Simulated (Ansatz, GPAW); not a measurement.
## Cutoff, mesh and smearing for a 10-layer slab of Rh(110)

How do cutoff, mesh, smearing and the dipole layer change the work function of a 10-layer slab of Rh(110)?

Main program and level: GPAW 26.7.0 and Ansatz 0.2.0; Ansatz plane waves; slab in vacuum with a dipole correction, relaxation, in the first sound run; inputs show where later runs differ.

Report form: the programs' logs are mostly left out.

## (1) The starting structure

The cell holds 10 atoms: 10 Rh. Its edges and angles: a = 3.800 Å, b = 2.687 Å, c = 28.092 Å, α = 90.0°, β = 90.0°, γ = 90.0°. Vacuum lies along c.

## (2) Relaxation

Forces are removed first; all later runs use this geometry. The lowest 5 atoms are held at bulk positions and keep their forces.

Input file input.yaml:

```yaml
crystal:
  lattice:
    - [3.8, 0.0, 0.0]
    - [0.0, 2.6870057685, 0.0]
    - [0.0, 0.0, 28.0915259583]
  atoms:
    - { symbol: Rh, position: [0.5, 0.5, 0.2847833903] }
    - { symbol: Rh, position: [0.0, 0.0, 0.3326093035] }
    - { symbol: Rh, position: [0.5, 0.5, 0.3804352168] }
    - { symbol: Rh, position: [0.0, 0.0, 0.4282611301] }
    - { symbol: Rh, position: [0.5, 0.5, 0.4760870434] }
    - { symbol: Rh, position: [0.0, 0.0, 0.5239129566] }
    - { symbol: Rh, position: [0.5, 0.5, 0.5717388699] }
    - { symbol: Rh, position: [0.0, 0.0, 0.6195647832] }
    - { symbol: Rh, position: [0.5, 0.5, 0.6673906965] }
    - { symbol: Rh, position: [0.0, 0.0, 0.7152166097] }
kpoints:
  mp_grid: { grid: [8, 12, 1] }
hamiltonian:
  xc: pbe
scf:
  occupations: { method: fermi_dirac, width: 0.1 }
efield:
  axis: 3
  dipole_correction: true
  ramp_width: 0.05
relax:
  f_tol: 0.02
  max_steps: 60
  constraints: [{ sites: [0, 1, 2, 3, 4] }]
output:
  write_potential: true
  write_density: true
  volumetric_format: npy
```

Run with:

```bash
ansatz run input.yaml --threads 4 --pin off --max-ram 8192MiB --backend cpu --events-out ev --progress --plain --runs-dir out
```

Elapsed: 3.5 min, on 4 threads of Arm Neoverse N1, shared host; peak memory 1.3 GiB.

Relaxation path:

| step | energy less that of the first step (eV) | largest force component (eV/Å) |
| --- | --- | --- |
| 1 | 0.0000 | 0.7544 |
| 2 | -0.0463 | 0.3347 |
| 3 | -0.0534 | 0.0539 |
| 4 | -0.0535 | 0.0091 |

The run keeps the 4 symmetry operations that it works with, so distortions that break them were not tested.

The atoms that moved most (Å):

| atom | dx | dy | dz | length |
| --- | --- | --- | --- | --- |
| Rh9 | 0.000 | 0.000 | 0.111 | 0.111 |
| Rh8 | 0.000 | 0.000 | 0.052 | 0.052 |
| Rh6 | 0.000 | 0.000 | 0.037 | 0.037 |
| Rh7 | 0.000 | 0.000 | 0.028 | 0.028 |
| Rh10 | 0.000 | 0.000 | -0.010 | 0.010 |

This step gave:

```yaml
free_energy: -64025.9737 eV
smearing_term_ts: 0.5221 eV
symmetry_operations: 4
upper_work_function: 4.640 eV
lower_work_function: 4.670 eV
dipole_along_the_normal: 0.001736 e·Å
dipole_field: 0.001095 V/Å
vacuum_level_above: 12.94 eV
vacuum_level_below: 12.97 eV
```

The electrostatic potential energy of an electron (with the applied field's), less the Fermi level, planar mean oscillates, so the rows of the table below give means over windows of 1.32 Å about each position, cut where the curve ends. Its maxima inside the range that stand out by 2 % of the span (Å: eV): 8.6: -10.2, 9.9: -10.8, 11.4: -10.8, 12.7: -10.7, 14.0: -9.88, 15.4: -10.9, 16.8: -10.2, 18.1: -9.37, 19.5: -13.1. Its minima: 8.0: -14.8, 9.4: -15.6, 10.7: -15.6, 12.0: -15.6, 13.3: -15.5, 14.8: -15.6, 16.1: -15.6, 17.4: -15.4, 18.9: -15.8, 20.0: -15.2.

The electrostatic potential energy of an electron (with the applied field's), less the Fermi level, planar mean by z; means over each step:

z (Å), electrostatic potential energy of an electron (with the applied field's), less the Fermi level, planar mean (eV) and a bar from the least value:
```
     0.66        4.7 ##############################
     1.98        4.7 ##############################
     3.30        4.7 ##############################
     4.62        4.7 ##############################
     5.94        4.4 ##############################
     7.26       -3.4 #################
     8.58      -12.7 ##
     9.90      -13.2 ##
    11.22      -13.2 ##
    12.54      -13.2 ##
    13.86      -12.7 ##
    15.18      -13.2 ##
    16.50      -12.9 ##
    17.82      -12.5 ###
    19.14      -14.2 
    20.46       -8.4 #########
    21.78        3.9 #############################
    23.10        4.6 ##############################
    24.42        4.6 ##############################
    25.74        4.6 ##############################
    27.06        4.6 ##############################
```

The valence density, planar mean oscillates, so the rows of the table below give means over windows of 1.32 Å about each position, cut where the curve ends. Its maxima inside the range that stand out by 2 % of the span (Å: e/Å³): 8.0: 1.58, 9.4: 1.64, 10.7: 1.64, 12.0: 1.64, 13.3: 1.62, 14.8: 1.63, 16.1: 1.64, 17.4: 1.62, 18.9: 1.65, 20.0: 1.60. Its minima: 8.6: 0.837, 9.9: 0.844, 11.4: 0.837, 12.7: 0.827, 14.0: 0.770, 15.4: 0.853, 16.8: 0.798, 18.1: 0.741, 19.5: 1.03.

Valence density, planar mean against z; means over each step:

z (Å), valence density, planar mean (e/Å³) and a bar:
```
     3.30       0.00 
     4.62       0.00 
     5.94       0.01 
     7.26       0.54 ############
     8.58       1.22 ############################
     9.90       1.23 ############################
    11.22       1.23 ############################
    12.54       1.23 ############################
    13.86       1.20 ###########################
    15.18       1.24 ############################
    16.50       1.21 ###########################
    17.82       1.19 ###########################
    19.14       1.33 ##############################
    20.46       0.94 #####################
    21.78       0.03 #
    23.10       0.00 
    24.42       0.00
```

The relaxation lowered the energy of the cell by 0.0535 eV.

## (3) Plane waves, PBE

With the geometry fixed, the planar mean of the potential gives the vacuum level on each side.

This step: GPAW, PAW setups; slab in vacuum (GPAW 26.7.0).

Input file run.py:

```python
import json
import numpy as np
from ase import Atoms
from gpaw import GPAW, PW

slab = Atoms(
    ['Rh', 'Rh', 'Rh', 'Rh', 'Rh', 'Rh', 'Rh', 'Rh', 'Rh', 'Rh'],
    positions=[
        [1.90000, 1.34350, 8.00000],
        [0.00000, 0.00000, 9.34350],
        [1.90000, 1.34350, 10.68701],
        [0.00000, 0.00000, 12.03051],
        [1.90000, 1.34350, 13.37401],
        [0.00000, 0.00000, 14.75402],
        [1.90000, 1.34350, 16.08867],
        [0.00000, 0.00000, 17.45690],
        [1.90000, 1.34350, 18.85882],
        [0.00000, 0.00000, 20.08180]],
    cell=[[3.8, 0.0, 0.0], [0.0, 2.68701, 0.0], [0.0, 0.0, 28.09153]],
    pbc=[True, True, False])

slab.calc = GPAW(mode=PW(400), xc='PBE', kpts={'size': (8, 12, 1), 'gamma': True},
                 occupations={'name': 'fermi-dirac', 'width': 0.1}, nbands='160%',
                 convergence={'density': 1e-05}, maxiter=200,
                 poissonsolver={'dipolelayer': 'xy'},
                 symmetry={'tolerance': 1e-3}, txt='slab.txt')
result = {}
energy = slab.get_potential_energy()
fermi = slab.calc.get_fermi_level()
v = slab.calc.get_electrostatic_potential().mean((0, 1)) - fermi
n = slab.calc.get_pseudo_density().mean((0, 1))
L = slab.cell[2, 2]
z = np.arange(len(v)) * L / len(v)
low, high = slab.positions[:, 2].min(), slab.positions[:, 2].max()
below, above = np.interp([low - 5.8, high + 5.8], z, v)
slopes = [np.interp(x, z, np.gradient(v, z)) for x in (low - 5.8, high + 5.8)]
eps = np.array([[slab.calc.get_eigenvalues(k, s) for k in range(len(slab.calc.get_ibz_k_points()))]
                for s in range(slab.calc.get_number_of_spins())]) - fermi
top, bottom = eps[eps < 0].max(), eps[eps > 0].min()
dipole = slab.get_dipole_moment()[2]
print(f'energy {energy:.4f} eV, Fermi level {fermi:.4f} eV, dipole {dipole:.5f} e A')
print(f'potential 5.8 A off the faces, from the Fermi level: lower {below:.4f} eV, upper {above:.4f} eV')
print(f'slope of the potential there: lower {slopes[0]:.5f}, upper {slopes[1]:.5f} eV/A')
print(f'nearest levels on the mesh: {top:.4f} and {bottom:.4f} eV')
print('magnetic moment', round(slab.get_magnetic_moment(), 3))
result.update(energy=energy, fermi=fermi, dipole=dipole, below=below, above=above, slopes=slopes, edges=[top, bottom],
              z=z.tolist(), v=v.tolist(), n=n.tolist(), positions=slab.positions.tolist(),
              forces=slab.get_forces(apply_constraint=False).tolist(), moments=slab.get_magnetic_moments().tolist())
json.dump(result, open('result.json', 'w'))
```

Run with:

```bash
OMP_NUM_THREADS=1 OPENBLAS_NUM_THREADS=1 python run.py
```

Wall time 67 min (1 thread); peak memory 0.61 GiB.

This step gave:

```
dipole along the normal                    : 0.001864 e·Å
levels nearest the Fermi level on the mesh : -8.56e-4, 0.002406 eV from the Fermi level
upper work function                        : 4.624 eV
lower work function                        : 4.655 eV
```

The electrostatic potential energy of an electron (without an applied field's), less the Fermi level, planar mean oscillates, so the rows of the table below give means over windows of 1.35 Å about each position, cut where the curve ends. Its maxima inside the range that stand out by 2 % of the span (Å: eV): 8.6: -7.81, 10.0: -8.28, 11.3: -8.30, 12.7: -8.25, 14.0: -7.65, 15.4: -8.40, 16.8: -7.83, 18.1: -7.35, 19.5: -10.1. Its minima: 8.0: -14.6, 9.4: -15.5, 10.7: -15.6, 12.1: -15.5, 13.4: -15.4, 14.8: -15.5, 16.1: -15.5, 17.5: -15.3, 18.8: -15.7, 20.1: -15.0.

Table of electrostatic potential energy of an electron (without an applied field's), less the Fermi level, planar mean by z; means over each step:

z (Å), electrostatic potential energy of an electron (without an applied field's), less the Fermi level, planar mean (eV) and a bar from the least value:
```
     0.68        4.7 ##############################
     2.03        4.7 ##############################
     3.38        4.7 ##############################
     4.73        4.6 ##############################
     6.08        4.3 #############################
     7.43       -5.0 ##############
     8.78      -11.5 ##
    10.13      -11.9 ##
    11.48      -11.9 ##
    12.83      -11.8 ##
    14.18      -11.4 ###
    15.53      -11.9 ##
    16.88      -11.5 ##
    18.23      -11.1 ###
    19.58      -12.9 
    20.93       -1.5 ###################
    22.28        4.4 ##############################
    23.63        4.6 ##############################
    24.98        4.6 ##############################
    26.33        4.6 ##############################
    27.68        4.6 ##############################
```

The pseudo valence density, planar mean oscillates, so the rows of the table below give means over windows of 1 Å about each position, cut where the curve ends. Its maxima inside the range that stand out by 2 % of the span (Å: e/Å³): 7.9: 1.56, 9.4: 1.68, 10.6: 1.64, 12.1: 1.68, 13.3: 1.66, 14.8: 1.68, 16.0: 1.65, 17.5: 1.67, 18.9: 1.65, 20.0: 1.59. Its minima: 8.7: 0.633, 10.0: 0.614, 11.4: 0.638, 12.7: 0.612, 14.1: 0.604, 15.4: 0.622, 16.9: 0.611, 18.1: 0.574, 19.6: 0.773.

The pseudo valence density, planar mean by z; means over each step:

z (Å), pseudo valence density, planar mean (e/Å³) and a bar:
```
        4       0.00 
        5       0.00 
        6       0.01 
        7       0.17 ####
        8       1.17 ############################
        9       1.09 ##########################
       10       0.95 #######################
       11       1.11 ###########################
       12       1.23 ##############################
       13       1.07 ##########################
       14       0.91 ######################
       15       1.15 ############################
       16       1.21 #############################
       17       1.00 ########################
       18       0.92 ######################
       19       1.24 ##############################
       20       1.20 #############################
       21       0.23 ######
       22       0.01 
       23       0.00 
       24       0.00
```

Force by atom:

| atom | x (eV/Å) | y (eV/Å) | z (eV/Å) | size |
| --- | --- | --- | --- | --- |
| Rh1 | 0.000 | 0.000 | 0.575 | 0.575 |
| Rh2 | 0.000 | 0.000 | -0.798 | 0.798 |
| Rh3 | 0.000 | 0.000 | -0.265 | 0.265 |
| Rh4 | 0.000 | 0.000 | 0.271 | 0.271 |
| Rh5 | 0.000 | 0.000 | 0.083 | 0.083 |
| Rh6 | 0.000 | 0.000 | -0.007 | 0.007 |
| Rh7 | 0.000 | 0.000 | 0.015 | 0.015 |
| Rh8 | 0.000 | 0.000 | -0.011 | 0.011 |
| Rh9 | 0.000 | 0.000 | 0.026 | 0.026 |
| Rh10 | 0.000 | 0.000 | 0.115 | 0.115 |

The potential is flat to 1.4e-4 eV/Å where it is read, so the vacuum is wide enough. The geometry is the other program's minimum; here the largest force on a free atom is 0.12 eV/Å.

## (4) Cutoff 200

The cutoff limits how sharply the smooth valence waves can vary, which tells mostly near the atoms.

run.py, as its differences from that of step 3:

```diff
@@ -21,3 +21,3 @@
 
-slab.calc = GPAW(mode=PW(400), xc='PBE', kpts={'size': (8, 12, 1), 'gamma': True},
+slab.calc = GPAW(mode=PW(200), xc='PBE', kpts={'size': (8, 12, 1), 'gamma': True},
                  occupations={'name': 'fermi-dirac', 'width': 0.1}, nbands='160%',
```

Run time: 21 min. Hardware: 1 thread; peak memory 0.3 GiB.

The run finished. A setting was moved off its sound value on purpose, so it serves as a test and not as the result.

The fault put into the input: a cutoff under that of the base run: the energy of the cell lies 5.4 eV from the base value (ecut = 200).

The two runs compared:

| quantity | this run | sound run | difference |
| --- | --- | --- | --- |
| upper work function (eV) | 4.6517 | 4.6239 | 0.0278 |
| lower work function (eV) | 4.6875 | 4.6553 | 0.0322 |

One result that differs is the lower work function, 4.69 eV against 4.66 eV.

## (5) Cutoff 300

run.py, as its differences from that of step 4:

```diff
@@ -21,3 +21,3 @@
 
-slab.calc = GPAW(mode=PW(200), xc='PBE', kpts={'size': (8, 12, 1), 'gamma': True},
+slab.calc = GPAW(mode=PW(300), xc='PBE', kpts={'size': (8, 12, 1), 'gamma': True},
                  occupations={'name': 'fermi-dirac', 'width': 0.1}, nbands='160%',
```

Run time: 2.6 min. Hardware: 1 thread; peak memory 0.44 GiB.

The run ended with an error.

The program's message: “LinAlgError: The leading minor of order 72 of B is not positive definite. The factorization of B could not be completed and no eigenvalues or eigenvectors were computed.”

## (6) Cutoff 700: ecut = 700

run.py, as its differences from that of step 5:

```diff
@@ -21,3 +21,3 @@
 
-slab.calc = GPAW(mode=PW(300), xc='PBE', kpts={'size': (8, 12, 1), 'gamma': True},
+slab.calc = GPAW(mode=PW(700), xc='PBE', kpts={'size': (8, 12, 1), 'gamma': True},
                  occupations={'name': 'fermi-dirac', 'width': 0.1}, nbands='160%',
```

Run time: 2.5 h. Hardware: 1 thread; peak memory 1.2 GiB.

Numbers from this step:

| Item | Value |
| --- | --- |
| dipole along the normal | 0.001818 e·Å |
| levels nearest the Fermi level on the mesh | -7.11e-4, 0.002529 eV from the Fermi level |
| upper work function | 4.621 eV |
| lower work function | 4.653 eV |

The electrostatic potential energy of an electron (without an applied field's), less the Fermi level, planar mean oscillates, so the rows of the table below give means over windows of 1.36 Å about each position, cut where the curve ends. Its maxima inside the range that stand out by 2 % of the span (Å: eV): 8.6: -8.00, 10.0: -8.25, 11.4: -8.33, 12.7: -8.26, 14.0: -7.64, 15.5: -8.55, 16.8: -7.80, 18.1: -7.26, 19.5: -10.1. Its minima: 8.0: -14.6, 9.3: -15.4, 10.7: -15.6, 12.0: -15.4, 13.4: -15.4, 14.8: -15.5, 16.1: -15.5, 17.4: -15.3, 18.9: -15.8, 20.1: -15.0.

The electrostatic potential energy of an electron (without an applied field's), less the Fermi level, planar mean by z; means over each step:

| z (Å) | electrostatic potential energy of an electron (without an applied field's), less the Fermi level, planar mean (eV) |
| --- | --- |
| 0.68 | 4.65 |
| 2.04 | 4.65 |
| 3.40 | 4.65 |
| 4.76 | 4.64 |
| 6.12 | 4.21 |
| 7.48 | -5.65 |
| 8.84 | -11.5 |
| 10.20 | -11.9 |
| 11.56 | -11.9 |
| 12.92 | -11.8 |
| 14.28 | -11.4 |
| 15.64 | -11.9 |
| 17.00 | -11.5 |
| 18.36 | -11.3 |
| 19.72 | -12.5 |
| 21.08 | 0.225 |
| 22.44 | 4.49 |
| 23.80 | 4.62 |
| 25.16 | 4.62 |
| 26.52 | 4.62 |
| 27.88 | 4.62 |

The pseudo valence density, planar mean oscillates, so the rows of the table below give means over windows of 1 Å about each position, cut where the curve ends. Its maxima inside the range that stand out by 2 % of the span (Å: e/Å³): 8.0: 1.64, 9.3: 1.67, 10.8: 1.65, 12.0: 1.69, 13.3: 1.66, 14.8: 1.68, 16.1: 1.67, 17.5: 1.66, 18.9: 1.64, 20.1: 1.66. Its minima: 8.7: 0.617, 10.0: 0.625, 11.4: 0.617, 12.7: 0.613, 14.1: 0.593, 15.4: 0.620, 16.7: 0.610, 18.1: 0.567, 19.4: 0.747.

Table of pseudo valence density, planar mean by z; means over each step:

| z (Å) | pseudo valence density, planar mean (e/Å³) |
| --- | --- |
| 4 | 6.2e-5 |
| 5 | 7.6e-4 |
| 6 | 0.00991 |
| 7 | 0.171 |
| 8 | 1.17 |
| 9 | 1.09 |
| 10 | 0.937 |
| 11 | 1.12 |
| 12 | 1.23 |
| 13 | 1.07 |
| 14 | 0.899 |
| 15 | 1.16 |
| 16 | 1.22 |
| 17 | 0.997 |
| 18 | 0.916 |
| 19 | 1.24 |
| 20 | 1.21 |
| 21 | 0.225 |
| 22 | 0.0121 |
| 23 | 9.1e-4 |
| 24 | 7.4e-5 |

Force by atom:

| atom | x (eV/Å) | y (eV/Å) | z (eV/Å) | size |
| --- | --- | --- | --- | --- |
| Rh1 | 0.000 | 0.000 | 0.584 | 0.584 |
| Rh2 | 0.000 | 0.000 | -0.794 | 0.794 |
| Rh3 | 0.000 | 0.000 | -0.264 | 0.264 |
| Rh4 | 0.000 | 0.000 | 0.272 | 0.272 |
| Rh5 | 0.000 | 0.000 | 0.081 | 0.081 |
| Rh6 | 0.000 | 0.000 | -0.005 | 0.005 |
| Rh7 | 0.000 | 0.000 | 0.012 | 0.012 |
| Rh8 | 0.000 | 0.000 | -0.011 | 0.011 |
| Rh9 | 0.000 | 0.000 | 0.025 | 0.025 |
| Rh10 | 0.000 | 0.000 | 0.103 | 0.103 |

The upper face's work function is 4.621 eV, against 4.624 eV in the first plane-wave PBE run at this geometry.

## (7) K mesh 3×4

The mesh in the plane samples the bands: a metal's Fermi level needs it dense, and band edges must lie on it.

run.py, as its differences from that of step 6:

```diff
@@ -21,3 +21,3 @@
 
-slab.calc = GPAW(mode=PW(700), xc='PBE', kpts={'size': (8, 12, 1), 'gamma': True},
+slab.calc = GPAW(mode=PW(400), xc='PBE', kpts={'size': (3, 4, 1), 'gamma': True},
                  occupations={'name': 'fermi-dirac', 'width': 0.1}, nbands='160%',
```

The job ended after 11 min (1 thread; peak memory 0.3 GiB).

The run finished with changed settings (kpts = [3, 4]); it serves as a test.

The two runs compared:

| quantity | this run | sound run | difference |
| --- | --- | --- | --- |
| upper work function (eV) | 4.6281 | 4.6239 | 0.00428 |
| lower work function (eV) | 4.6655 | 4.6553 | 0.0102 |

## (8) K mesh 5×7

run.py, as its differences from that of step 7:

```diff
@@ -21,3 +21,3 @@
 
-slab.calc = GPAW(mode=PW(400), xc='PBE', kpts={'size': (3, 4, 1), 'gamma': True},
+slab.calc = GPAW(mode=PW(400), xc='PBE', kpts={'size': (5, 7, 1), 'gamma': True},
                  occupations={'name': 'fermi-dirac', 'width': 0.1}, nbands='160%',
```

Run time: 27 min. Hardware: 1 thread; peak memory 0.36 GiB.

The run finished with changed settings (kpts = [5, 7]); it serves as a test.

Side by side:

| quantity | this run | sound run | difference |
| --- | --- | --- | --- |
| upper work function (eV) | 4.6284 | 4.6239 | 0.00459 |
| lower work function (eV) | 4.6568 | 4.6553 | 0.00155 |

## (9) K mesh 12×18

run.py, as its differences from that of step 8:

```diff
@@ -21,3 +21,3 @@
 
-slab.calc = GPAW(mode=PW(400), xc='PBE', kpts={'size': (5, 7, 1), 'gamma': True},
+slab.calc = GPAW(mode=PW(400), xc='PBE', kpts={'size': (12, 18, 1), 'gamma': True},
                  occupations={'name': 'fermi-dirac', 'width': 0.1}, nbands='160%',
```

The job ended after 6.8 min (1 thread; peak memory 1 GiB).

The run ended with an error.

The program's message: “LinAlgError: The leading minor of order 95 of B is not positive definite. The factorization of B could not be completed and no eigenvalues or eigenvectors were computed.”

[end of part 1 of 2]

[Logs are printed without paths, hosts, clocks, repeated set-up lines and the standing remarks that a program may print on its own settings, such as how far it seeks lower states.]

[Hosts, paths, dates, database ids (printed as entryN), source tags and the programs' standing remarks are cut or masked in the printed files.]
